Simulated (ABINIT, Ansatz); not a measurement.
**How the form of the self-energy moves the gap of SrTiO3 (Tausonite)**

How much does the gap of SrTiO3 (Tausonite) depend on the approximation to the self-energy?

Method: PBE and many-body steps on it, plane waves, in ABINIT 10.8.3.

**The experiments to reproduce.**

- Gap 3.77 eV: direct gap (M0 critical point); spectroscopic ellipsometry, second-derivative fit; 300 K; bulk crystal (commercial single crystal) (“Optical probe of ferroelectric order in bulk and thin film perovskite titanates”, 2013, arxiv:1309.1245).

This is a report of a sequence of runs, with most program output left out.

### Step 1. Set-up

It takes space group Pm-3m (No. 221, cubic). Conventional cell: a = 3.905 Å, b = 3.905 Å, c = 3.905 Å, α = 90.00°, β = 90.00°, γ = 90.00°. Nearest to Sr lie 12 O at 2.76 Å. Nearest to Ti lie 6 O at 1.95 Å. Nearest to O lie 2 Ti at 1.95 Å and 4 Sr at 2.76 Å. Farther neighbours and most contacts between anions are not listed.

Coordinates:

```cif
data_structure
_symmetry_space_group_name_H-M 'P 1'
_symmetry_Int_Tables_number 1
_cell_length_a 3.9053
_cell_length_b 3.9053
_cell_length_c 3.9053
_cell_angle_alpha 90.000
_cell_angle_beta 90.000
_cell_angle_gamma 90.000
_cell_volume 59.56
loop_
_atom_site_label
_atom_site_type_symbol
_atom_site_fract_x
_atom_site_fract_y
_atom_site_fract_z
_atom_site_occupancy
Sr1 Sr 0.50000 0.50000 0.50000 1
Ti2 Ti 0.00000 0.00000 0.00000 1
O3 O 0.50000 0.00000 0.00000 1
O4 O 0.00000 0.50000 0.00000 1
O5 O 0.00000 0.00000 0.50000 1
```

The cell and positions come from the Crystallography Open Database and are kept as given unless a step says otherwise.

### Step 2. Empty states on the mesh, 4×4×4 mesh, 562 bands

This step: ABINIT 10.8.3; DFT, PBE, plane waves, norm-conserving pseudopotentials.

The sums over transitions need many empty states on a uniform mesh; this step solves for them.

Input file run.abi:

```
acell 3*1.0 Angstrom
rprim 
  3.905280000000 0.000000000000 0.000000000000
  0.000000000000 3.905280000000 0.000000000000
  0.000000000000 0.000000000000 3.905280000000
ntypat 3
znucl 38 22 8
natom 5
typat 1 2 3 3 3
xred 
  0.500000000000 0.500000000000 0.500000000000
  0.000000000000 0.000000000000 0.000000000000
  0.500000000000 0.000000000000 0.000000000000
  0.000000000000 0.500000000000 0.000000000000
  0.000000000000 0.000000000000 0.500000000000
pp_dirpath "pseudos"
pseudos "Sr.upf, Ti.upf, O.upf"
ecut 38
ngkpt 4 4 4
nshiftk 1
shiftk 0 0 0
kptopt 1
chksymbreak 0
irdden 1
istwfk *1
nband 562
prtvol 0
optdriver 6
gwr_task "HDIAGO"
paral_kgb 0
occopt 1
indata_prefix "in"
outdata_prefix "out"
tmpdata_prefix "tmp"
```

On the command line:

```sh
$ OMP_NUM_THREADS=1 mpirun -n 8 abinit run.abi > log
```

Elapsed: 3.5 min, on 8 MPI ranks of Arm Neoverse N1, shared host; peak memory 9.4 GiB.

This step gave:

| Item | Value |
| --- | --- |
| gap | 1.908 eV |
| k of the valence top | 0.5, 0.5, 0.5 |
| k of the conduction bottom | 0, 0, 0 |
| least direct gap | 2.263 eV |
| k points computed | 10 |
| lowest point of the top converged band, above the valence top | 233.8938 eV |

On this mesh the gap is 1.908 eV.

The density comes from a self-consistent run that is not shown.

### Step 3. Screening, 4×4×4 mesh, 238 bands, screening to 212.2 eV

The RPA dielectric matrix is built and inverted for each q.

This step: RPA screening on PBE, plane waves, norm-conserving pseudopotentials.

Edit run.abi of step 2 so:

```diff
@@ -23,10 +23,11 @@
 chksymbreak 0
-irdden 1
 istwfk *1
-nband 562
-prtvol 0
-optdriver 6
-gwr_task "HDIAGO"
-paral_kgb 0
 occopt 1
+irdwfk 1
+optdriver 3
+nband 238
+ecuteps 7.8
+inclvkb 2
+awtr 1
+symchi 1
 indata_prefix "in"
```

The job ended after 4.7 min (8 MPI ranks; peak memory 2.8 GiB).

Numbers from this step:

```
ε∞ with local fields, on this mesh, along the program's q direction : 6.389
the same without local fields                                       : 6.777
plasma frequency                                                    : 30.43 eV
plane waves in the screening matrix                                 : 437
```

Local fields lower ε∞ by 6 %. On a Γ-centred mesh this coarse the value itself is usually too large, while a short band sum pulls it down.

### Step 4. G0W0, Godby-Needs plasmon pole

The self-energy is evaluated for the states that the input lists, and the levels follow from it, in one-shot runs by the linearised quasiparticle equation.

This step: G0W0 on PBE, plane waves, norm-conserving pseudopotentials.

Edit run.abi of step 3 so:

```diff
@@ -26,8 +26,17 @@
 irdwfk 1
-optdriver 3
+optdriver 4
 nband 238
+gwcalctyp 0
+ecutsigx 38
+symsigma 1
+nkptgw 2
+kptgw 
+  0.5000000000 0.5000000000 0.5000000000
+  0.0000000000 0.0000000000 0.0000000000
+bdgw 
+  18 23
+  18 23
 ecuteps 7.8
-inclvkb 2
-awtr 1
-symchi 1
+irdscr 1
+ppmodel 1
 indata_prefix "in"
```

It took 62 s on 8 MPI ranks; peak memory 2.9 GiB.

Numbers from this step:

| Quantity | Value |
| --- | --- |
| G0W0 gap on the points computed | 3.478 eV |
| starting gap on the mesh | 1.908 eV |
| k of the valence top | 0.5, 0.5, 0.5 |
| k of the conduction bottom | 0, 0, 0 |
| Z at the valence top | 0.766 |
| Z at the conduction bottom | 0.78 |
| least direct G0W0 gap on the computed points | 3.854 eV |

The gap on the mesh goes from 1.91 eV to 3.48 eV, a correction of +1.57 eV.

### Step 5. G0W0, Engel-Farid plasmon pole

Edit run.abi of step 4 so:

```diff
@@ -40,3 +40,3 @@
 irdscr 1
-ppmodel 1
+ppmodel 4
 indata_prefix "in"
```

Wall time 28 s (8 MPI ranks); peak memory 2.5 GiB.

Numbers from this step:

```yaml
g0w0_gap_on_the_points_computed: 3.613 eV
starting_gap_on_the_mesh: 1.908 eV
k_of_the_valence_top: 0.5, 0.5, 0.5
k_of_the_conduction_bottom: 0, 0, 0
z_at_the_valence_top: 0.781
z_at_the_conduction_bottom: 0.803
least_direct_g0w0_gap_on_the_computed_points: 4 eV
```

Against G0W0 in ABINIT (4×4×4 mesh, 238 bands, screening to 212.2 eV, Godby-Needs plasmon pole), the gap moves by +0.135 eV.

### Step 6. G0W0, Hybertsen-Louie plasmon pole

Edit run.abi of step 5 so:

```diff
@@ -40,3 +40,3 @@
 irdscr 1
-ppmodel 4
+ppmodel 2
 indata_prefix "in"
```

Run time: 60 s. Hardware: 8 MPI ranks; peak memory 2.7 GiB.

This step gave:

| Quantity | Value |
| --- | --- |
| G0W0 gap on the points computed | 4.23 eV |
| starting gap on the mesh | 1.908 eV |
| k of the valence top | 0.5, 0.5, 0.5 |
| k of the conduction bottom | 0, 0, 0 |
| least direct G0W0 gap on the computed points | 4.571 eV |

Against G0W0 in ABINIT (4×4×4 mesh, 238 bands, screening to 212.2 eV, Godby-Needs plasmon pole), the gap moves by +0.752 eV.

### Step 7. One-shot COHSEX

This step: one-shot COHSEX on PBE, plane waves, norm-conserving pseudopotentials.

Edit run.abi of step 6 so:

```diff
@@ -28,3 +28,3 @@
 nband 238
-gwcalctyp 0
+gwcalctyp 7
 ecutsigx 38
@@ -40,3 +40,2 @@
 irdscr 1
-ppmodel 2
 indata_prefix "in"
```

Elapsed: 6.9 s, on 8 MPI ranks; peak memory 1.7 GiB; 54 s of CPU time.

Numbers from this step:

```yaml
quasiparticle_gap_on_the_points_computed: 4.174 eV
starting_gap_on_the_mesh: 1.908 eV
k_of_the_valence_top: 0.5, 0.5, 0.5
k_of_the_conduction_bottom: 0, 0, 0
least_direct_quasiparticle_gap_on_the_computed_points: 4.592 eV
```

Against G0W0 in ABINIT (4×4×4 mesh, 238 bands, screening to 212.2 eV, Godby-Needs plasmon pole), the gap moves by +0.696 eV.

### Step 8. One-shot Hartree-Fock

This step: one-shot Hartree-Fock on PBE, plane waves, norm-conserving pseudopotentials.

Edit run.abi of step 7 so:

```diff
@@ -27,4 +27,4 @@
 optdriver 4
-nband 238
-gwcalctyp 7
+nband 24
+gwcalctyp 5
 ecutsigx 38
@@ -38,4 +38,4 @@
   18 23
-ecuteps 7.8
-irdscr 1
+ixc_sigma 40
+fftgw 31
 indata_prefix "in"
```

Run time: 6.1 s. Hardware: 8 MPI ranks; peak memory 0.57 GiB; 48 s of CPU time.

Numbers from this step:

| Property | Result |
| --- | --- |
| quasiparticle gap on the points computed | 14.33 eV |
| starting gap on the mesh | 1.908 eV |
| k of the valence top | 0.5, 0.5, 0.5 |
| k of the conduction bottom | 0, 0, 0 |
| least direct quasiparticle gap on the computed points | 14.52 eV |

Against G0W0 in ABINIT (4×4×4 mesh, 238 bands, screening to 212.2 eV, Godby-Needs plasmon pole), the gap moves by +10.856 eV.

### Step 9. Side by side

Times are wall times on 8 MPI ranks of Arm Neoverse N1, shared host, good to a factor of about two. A run's time includes the screening step that it read.

| run | mesh | bands | screening cutoff (eV) | DFT gap (eV) | gap on the mesh (eV) | direct (eV) | ε∞ used | time |
| --- | --- | --- | --- | --- | --- | --- | --- | --- |
| G0W0, Godby-Needs plasmon pole | 4×4×4 | 238 | 212.2 | 1.908 | 3.478 | 3.854 | 6.39 | 5.7 min |
| G0W0, Engel-Farid plasmon pole | 4×4×4 | 238 | 212.2 | 1.908 | 3.613 | 4.000 | 6.39 | 5.1 min |
| G0W0, Hybertsen-Louie plasmon pole | 4×4×4 | 238 | 212.2 | 1.908 | 4.230 | 4.571 | 6.39 | 5.7 min |
| one-shot COHSEX | 4×4×4 | 238 | 212.2 | 1.908 | 4.174 | 4.592 | 6.39 | 4.8 min |
| one-shot Hartree-Fock | 4×4×4 | - | - | 1.908 | 14.334 | 14.520 | - | 6.1 s |

### Step 10. Results

```yaml
g0w0_godby_needs_plasmon_pole: 3.478 eV
g0w0_engel_farid_plasmon_pole: 3.613 eV
g0w0_hybertsen_louie_plasmon_pole: 4.230 eV
one_shot_cohsex: 4.174 eV
one_shot_hartree_fock: 14.334 eV
known_limits: not at the basis limit; no spin-orbit coupling; coarse k mesh
```

G0W0, Engel-Farid plasmon pole: +0.135 eV against G0W0, Godby-Needs plasmon pole. G0W0, Hybertsen-Louie plasmon pole: +0.752 eV against G0W0, Godby-Needs plasmon pole. One-shot COHSEX: +0.696 eV against G0W0, Godby-Needs plasmon pole. One-shot Hartree-Fock: +10.856 eV against G0W0, Godby-Needs plasmon pole. Bare exchange alone opens the gap to 14.33 eV; against G0W0, correlation takes back 10.86 eV. Against experiment, by G0W0, Godby-Needs plasmon pole: the direct gap of 3.85 eV lies +0.08 eV from the measured 3.77 eV (direct, 300 K, 2013). An exciton line or allowed optical edge lies below the quasiparticle gap by the binding energy; a forbidden edge can push the onset above it. These are gaps on the mesh, at modest bands and cutoff. The calculation has static nuclei and no excitons; a measured gap holds zero-point and thermal motion, which mostly lowers it. Bands and cutoff are finite, so the gap is not at the basis limit. The miss can reach some tenths of an eV and take either sign; the mesh is an error of its own. In the G0W0 runs levels were corrected at 2 k points alone, so a gap called «on the mesh» is the least over those, and an edge elsewhere would be missed. The 4×4×4 mesh is coarse for this cell, which bears on the long-range parts of exchange and screening. This is the ideal cubic cell; many perovskites, halides above all, are cubic only on average, and local tilts or off-centring can widen the gap. The many-body steps are scalar-relativistic: spin-orbit coupling is not in them.

[Paths, hosts, dates, memory and timing lines, banners, echoed tables and standing remarks are left out of the program output.]

[Logs are printed without paths, hosts, clocks, repeated set-up lines and the standing remarks that a program may print on its own settings, such as how far it seeks lower states.]

[Runs of the session that timed out or met a known fault of the program may be left out.]

[Hosts, paths, dates, database ids (printed as entryN), source tags and the programs' standing remarks are cut or masked in the printed files.]

[G0W0 gaps are taken among the corrected bands and points alone; a level outside them can change the order at an edge.]

[Where Ansatz stands beside ABINIT at settings called matched, ABINIT's density can come from a denser mesh and the files from another edition; pairs whose starting gaps differed by over 0.03 eV were left out, so agreement reads better than it is.]
